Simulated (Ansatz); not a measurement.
# K on W(100): change of the work function, part 3 of 3

How does one ordered layer of K (hollow site) change the work function of W(100), and what dipole does each adsorbate carry?

Ansatz 0.2.0; plane-wave DFT, PBE, Ansatz PAW.

So far, work function, upper face (eV): step 2 (the clean slab) 4.14.

## 3. Adsorbate added (continued)

Projected DOS per atom over height of the atomic layer and energy from the Fermi level. Layers: W4 W4 W4 W4 W4 K from below.

Ten even steps from '_' (0.00 states/eV) to '@' (2.14 states/eV), each cell a mean:
```
##++++++++..
%%==++==**==
++::--::++::
**..::..++__
@@::::::**__
%%--..--##..
==::::::**::
++--==--++__
++==++==**__
##++**++**__
++##**##==__
::==--++--__
::==--==::__
++**++**++__
..--==----__
..--++--..__
__::--::..__
__..::..____
____________
____________
____________
____________
```
Columns: height of the atomic layer (Å) from 9 to 18.0 (not evenly spaced); rows upwards: energy from the Fermi level (eV) from -7.96 to 1.95.

Valence density in the ca plane at fractional y = 0.250, with atoms of W and K within 0.2 Å of it. It is the smooth field of the valence electrons, not physical close to the nuclei.

Ten even steps from '0' (0.0 e/Å³) to '9' (5.0 e/Å³), each cell a mean:
```
00000000000000000000000000000000000000000000
00001111000001110000000000000000000000000000
00014773100015763000000000000000000000000000
00028996100038995100000000000000000000000000
00028996100038995100000000000000000000000000
00014763100015763000000000000000000000000000
00001111000001110000000000000000000000000000
00000000000000000000000000000000000000000000
00000000000000000000000000000000000000000000
00000000000000000000000000000000000000000000
00012442000002442000000002320000000000000000
00026995100015996100000026752000000000000000
00028997100017998200000037872000000000000000
00016995100015996100000025752000000000000000
00012432000002342000000002320000000000000000
00000000000000000000000000000000000000000000
00000000000000000000000000000000000000000000
```
Columns run along c (16.0 Å, from fractional 0.32 to 0.90 of the cell), rows up along a (6.3 Å). Atoms in or near the plane, at fractional coordinates: W at (0.39, 0.25), W at (0.51, 0.25), W at (0.39, 0.75), W at (0.51, 0.75), K at (0.66, 0.25).

ELF in the ca plane at fractional y = 0.250, with atoms of W and K within 0.2 Å of it. It is the smooth field of the valence electrons, not physical close to the nuclei.

Values, 9 rows by 16 columns, each cell a mean:
```
0.44 0.33 0.28 0.45 0.39 0.25 0.39 0.33 0.30 0.09 0.03 0.02 0.02 0.00 0.00 0.00
0.39 0.44 0.51 0.33 0.39 0.54 0.30 0.36 0.34 0.29 0.13 0.04 0.01 0.00 0.00 0.00
0.36 0.45 0.48 0.30 0.39 0.49 0.29 0.37 0.34 0.31 0.14 0.04 0.01 0.00 0.00 0.00
0.44 0.32 0.30 0.44 0.37 0.29 0.37 0.33 0.32 0.14 0.04 0.03 0.01 0.00 0.00 0.00
0.43 0.39 0.35 0.44 0.44 0.30 0.44 0.38 0.18 0.12 0.06 0.01 0.02 0.01 0.00 0.00
0.44 0.36 0.39 0.41 0.35 0.42 0.34 0.39 0.21 0.77 0.51 0.03 0.02 0.02 0.00 0.00
0.34 0.44 0.44 0.27 0.34 0.41 0.31 0.29 0.41 0.75 0.73 0.06 0.02 0.02 0.00 0.00
0.42 0.41 0.47 0.38 0.35 0.52 0.33 0.37 0.27 0.82 0.59 0.04 0.02 0.02 0.00 0.00
0.43 0.36 0.32 0.45 0.43 0.27 0.43 0.39 0.15 0.24 0.13 0.01 0.02 0.01 0.00 0.00
```
Columns run along c (16.0 Å, from fractional 0.32 to 0.90 of the cell), rows up along a (6.3 Å). Atoms in or near the plane, at fractional coordinates: W at (0.39, 0.25), W at (0.51, 0.25), W at (0.39, 0.75), W at (0.51, 0.75), K at (0.66, 0.25).

Electrostatic potential energy in the ca plane at fractional y = 0.250, with atoms of W and K within 0.2 Å of it. With pseudopotentials it is smooth inside the atoms' cores, unlike the true potential.

Values in eV, 9 rows by 16 columns, each cell a mean:
```
  5   0  -4   5   2  -5   5   8   8   7   7   7   7   7   7   7
  6 -29 -41   2 -17 -47  -4   9   9   8   8   7   7   7   7   7
  6 -34 -46   1 -21 -52  -6   9   9   8   8   7   7   7   7   7
  6  -5 -10   4  -1 -13   4   8   8   8   7   7   7   7   7   7
  5   4   3   5   5   3   6   7   7   5   5   6   7   7   7   7
  6 -13 -22   4  -2 -27  -1   8   3 -16  -2   6   7   7   7   7
  6 -37 -50   0 -16 -56 -14   8  -3 -43 -13   5   7   7   7   7
  6 -20 -31   3  -6 -37  -4   8   2 -24  -4   5   7   7   7   7
  5   3   2   5   5   1   6   8   7   3   4   6   7   7   7   7
```
Columns run along c (16.0 Å, from fractional 0.32 to 0.90 of the cell; values clipped at the 3rd and 97th percentile), rows up along a (6.3 Å). Atoms in or near the plane, at fractional coordinates: W at (0.39, 0.25), W at (0.51, 0.25), W at (0.39, 0.75), W at (0.51, 0.75), K at (0.66, 0.25).

The relaxation took 9 steps and lowered the energy by 0.15 eV; the largest force on the free atoms ends at 0.0046 eV/Å.

By hand: a sheet of dipoles makes a step −p/(ε₀A) in the electron's potential. With e/ε₀ = 180.95 V·Å, p = 0.5262 e·Å and A = 39.94 Å², that is −180.95 × (0.5262) / 39.94 = -2.384 eV, and the two vacuum levels of the run differ by -2.384 eV.

The covered face has 1.85 eV, -2.29 eV against the clean one; the bare back face has moved by -0.02 eV, a measure of how thin the slab is.

## 4. Work function against coverage

This step: plane-wave DFT, PBE, Ansatz PAW; work function against coverage (Ansatz 0.2.0).

The runs are now put side by side.

This step gave:

* work function of the clean face: 4.140 eV
* largest change of the work function: -2.295 eV

Table of work function of the covered face by coverage:

```
coverage (adsorbates/nm²)  work function of the covered face (eV)
                     0.00                                    4.14
                     2.50                                    1.85
```

The dipole per adsorbate comes from the change of the cell's dipole. Coverage, by row:

```
coverage (1/nm²)  coverage (ML)  work function (eV)  change (eV)  dipole per adsorbate, positive end outwards (debye)  mean height of the added atoms over the highest substrate atom (Å)
           2.504           0.25               1.845       -2.295                                                 2.41                                                               2.742
```

## 5. What came out

```
work function of the clean face                        : 4.14 eV
work function at 0.25 ML                               : 1.85 eV
dipole per adsorbate at 0.25 ML, positive end outwards : 2.41 D
```

In words: K lowers the work function of W(100) at the lowest coverage, by 2.29 eV: the adsorbate layer has its positive end outwards. One coverage alone was completed, so no trend follows. The slab has 5 layers, at the tabulated experimental lattice constant, one starting site was run, and quantum-size effects of a slab this thin can reach one or two tenths of an eV.

[Long decimals in the printed logs are rounded to 6 places.]

[Logs are printed without paths, hosts, clocks, repeated set-up lines and the standing remarks that a program may print on its own settings, such as how far it seeks lower states.]

[Hosts, paths, dates, database ids (printed as entryN), source tags and the programs' standing remarks are cut or masked in the printed files.]

[Maps of the electrostatic potential energy from Ansatz leave out the sawtooth potential of an applied field or a dipole correction, so their vacuum need not be flat; planar profiles and work functions include it.]
